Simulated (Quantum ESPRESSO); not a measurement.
## NiS: non-collinear starts

Wanted: energies and final angles of several spin textures of NiS

Calculated with Quantum ESPRESSO 7.5; LDA with U = 7.5 eV on Ni d (ortho-atomic projectors); plane waves with GBRV 1.5 LDA potentials, no spin-orbit coupling.

Report form: the programs' logs are mostly left out.

The database entry behind the starting cell differs from later determinations by our own check (about 0.4 % short), so it need not match the best structure at ambient conditions.

## Step 1: Set-up

The structure is hexagonal, space group P6_3/mmc (No. 194). Conventional cell: a = 3.425 Å, b = 3.425 Å, c = 5.340 Å, α = 90.00°, β = 90.00°, γ = 120.00°. Nearest to Ni lie 6 S at 2.39 Å and 2 Ni at 2.67 Å. Nearest to S lie 6 Ni at 2.39 Å. Farther neighbours and most contacts between anions are not listed.

The cell comes from the Crystallography Open Database.

## Step 2: Start 1: collinear parallel

pw.in reads:

```
&CONTROL
  calculation = 'scf'
  prefix = 'pwscf'
  outdir = './tmp'
  pseudo_dir = './pseudo'
  disk_io = 'nowf'
/
&SYSTEM
  ibrav = 0
  celldm(1) = 8
  nat = 4
  ntyp = 2
  ecutwfc = 34
  ecutrho = 238
  nbnd = 66
  occupations = 'smearing'
  smearing = 'fd'
  degauss = 0.00367493
  noncolin = .true.
  starting_magnetization(1) = 0.1111
  angle1(1) = 0
  angle2(1) = 0
  starting_magnetization(2) = 0
  nosym = .true.
/
&ELECTRONS
  conv_thr = 8d-09
  electron_maxstep = 150
  mixing_beta = 0.3
/
ATOMIC_SPECIES
Ni     58.6934 ni_lda_v1.4.uspp.F.UPF
S      32.0600 s_lda_v1.4.uspp.F.UPF
CELL_PARAMETERS alat
   0.8090389971054    0.0000000000000    0.0000000000000
  -0.4045194985527    0.7006483241546    0.0000000000000
   0.0000000000000    0.0000000000000    1.2613921881877
ATOMIC_POSITIONS crystal
Ni      0.0000000000    0.0000000000    0.0000000000
Ni      0.0000000000    0.0000000000    0.5000000000
S       0.3333333333    0.6666666667    0.2500000000
S       0.6666666667    0.3333333333    0.7500000000
K_POINTS automatic
5 5 3 0 0 0
HUBBARD {ortho-atomic}
U Ni-3d 7.5000
```

On the command line:

```console
$ OMP_NUM_THREADS=1 mpirun -n 2 pw.x -nk 2 -in pw.in > pw.out
```

Run time: 6.5 min. Hardware: 2 MPI ranks of Arm Neoverse V1, shared host; peak memory 0.46 GiB.

Spin moment in the atom's sphere by atom:

```tsv
atom	x (μB)	y (μB)	z (μB)	size
Ni1	0.00	0.00	1.51	1.51
Ni2	0.00	0.00	1.51	1.51
S3	0.00	0.00	0.24	0.24
S4	0.00	0.00	0.24	0.24
```

This step gave:

- smearing term TS: 0.01165 eV
- magnetization: 0, 0, 3.73 μB
- absolute magnetization: 3.739 μB
- final state: ferromagnetic

## Step 3: Start 2: random 1

pw.in, as its differences from that of step 2:

```diff
@@ -11,3 +11,3 @@
   nat = 4
-  ntyp = 2
+  ntyp = 3
   ecutwfc = 34
@@ -20,5 +20,8 @@
   starting_magnetization(1) = 0.1111
-  angle1(1) = 0
-  angle2(1) = 0
-  starting_magnetization(2) = 0
+  angle1(1) = 89.885
+  angle2(1) = 24.899
+  starting_magnetization(2) = 0.1111
+  angle1(2) = 69.03
+  angle2(2) = 134.87
+  starting_magnetization(3) = 0
   nosym = .true.
@@ -31,3 +34,4 @@
 ATOMIC_SPECIES
-Ni     58.6934 ni_lda_v1.4.uspp.F.UPF
+Ni1    58.6934 ni_lda_v1.4.uspp.F.UPF
+Ni2    58.6934 ni_lda_v1.4.uspp.F.UPF
 S      32.0600 s_lda_v1.4.uspp.F.UPF
@@ -38,4 +42,4 @@
 ATOMIC_POSITIONS crystal
-Ni      0.0000000000    0.0000000000    0.0000000000
-Ni      0.0000000000    0.0000000000    0.5000000000
+Ni1     0.0000000000    0.0000000000    0.0000000000
+Ni2     0.0000000000    0.0000000000    0.5000000000
 S       0.3333333333    0.6666666667    0.2500000000
@@ -45,2 +49,3 @@
 HUBBARD {ortho-atomic}
-U Ni-3d 7.5000
+U Ni1-3d 7.5000
+U Ni2-3d 7.5000
```

The job ended after 6.1 min (2 MPI ranks; peak memory 0.46 GiB).

Spin moment in the atom's sphere by atom:

```tsv
atom	x (μB)	y (μB)	z (μB)	size
Ni1	1.32	-0.20	-0.30	1.37
Ni2	-1.32	0.20	0.30	1.37
S3	0.00	0.00	0.00	0.00
S4	0.00	0.00	0.00	0.00
```

This step gave:

| Quantity | Value |
| --- | --- |
| smearing term TS | 2.16e-7 eV |
| magnetization | 0, -0.002, -0.001 μB |
| absolute magnetization | 3.062 μB |
| final state | antiferromagnetic |

## Step 4: Start 3: two sublattices 150 degrees apart

pw.in, as its differences from that of step 3:

```diff
@@ -20,7 +20,7 @@
   starting_magnetization(1) = 0.1111
-  angle1(1) = 89.885
-  angle2(1) = 24.899
+  angle1(1) = 90
+  angle2(1) = 0
   starting_magnetization(2) = 0.1111
-  angle1(2) = 69.03
-  angle2(2) = 134.87
+  angle1(2) = 90
+  angle2(2) = 150.001
   starting_magnetization(3) = 0
```

It took 5.4 min on 2 MPI ranks; peak memory 0.46 GiB; 11 min of CPU time.

Spin moment in the atom's sphere by atom:

```tsv
atom	x (μB)	y (μB)	z (μB)	size
Ni1	1.32	-0.36	0.00	1.37
Ni2	-1.32	0.35	0.00	1.37
S3	0.00	0.00	0.00	0.00
S4	0.00	0.00	0.00	0.00
```

Numbers from this step:

* smearing term TS: 2.16e-7 eV
* magnetization: 0, -0.002, 0 μB
* absolute magnetization: 3.062 μB
* final state: antiferromagnetic

## Step 5: Start 4: collinear alternating

pw.in, as its differences from that of step 4:

```diff
@@ -20,7 +20,7 @@
   starting_magnetization(1) = 0.1111
-  angle1(1) = 90
+  angle1(1) = 0
   angle2(1) = 0
   starting_magnetization(2) = 0.1111
-  angle1(2) = 90
-  angle2(2) = 150.001
+  angle1(2) = 180
+  angle2(2) = 0
   starting_magnetization(3) = 0
```

Elapsed: 4.2 min, on 2 MPI ranks; peak memory 0.46 GiB; 8.4 min of CPU time.

Spin moment in the atom's sphere by atom:

```tsv
atom	x (μB)	y (μB)	z (μB)	size
Ni1	0.00	0.00	1.37	1.37
Ni2	0.00	0.00	-1.37	1.37
S3	0.00	0.00	0.00	0.00
S4	0.00	0.00	0.00	0.00
```

Numbers from this step:

* smearing term TS: 2.16e-7 eV
* magnetization: 0, 0, 0 μB
* absolute magnetization: 3.062 μB
* final state: antiferromagnetic

## Step 6: Ranking

Textures, by row:

```tsv
start	final state	energy over the lowest (meV a seeded atom)	smallest moment (μB)	largest moment (μB)	net moment (μB a cell)	angles to the first moment (degrees)
collinear parallel	ferromagnetic	269.2	1.506	1.506	3.73	0
random 1	antiferromagnetic	0	1.37	1.37	0.001993	180
two sublattices 150 degrees apart	antiferromagnetic	0	1.37	1.37	0.001819	180
collinear alternating	antiferromagnetic	0	1.37	1.37	0	180
```

## Step 7: Summary of results

| Item | Value |
| --- | --- |
| lowest start | random 1, two sublattices 150 degrees apart and collinear alternating |
| its final state | antiferromagnetic |
| its moments | 1.37 μB |
| its net moment | 0.00199 μB a cell |

In words: No finished start ends non-collinear. The mesh is coarse, so differences of some ten meV can be noise where moments are itinerant. Without spin–orbit coupling only the angles between moments matter. The cell holds only so many moments, so longer spirals cannot form in it. The cutoff lies under the 40 Ry that these files are usually run at.

[Logs and program files are shortened in this print: banners, set-up blocks, solver, clock and traceback lines can be left out without a mark of their own.]

[Logs are printed without paths, hosts, clocks, repeated set-up lines and the standing remarks that a program may print on its own settings, such as how far it seeks lower states.]

[Hosts, paths, dates, database ids (printed as entryN), source tags and the programs' standing remarks are cut or masked in the printed files.]

[Where a cell is said to come from a database of computed structures, the database is the Materials Project.]
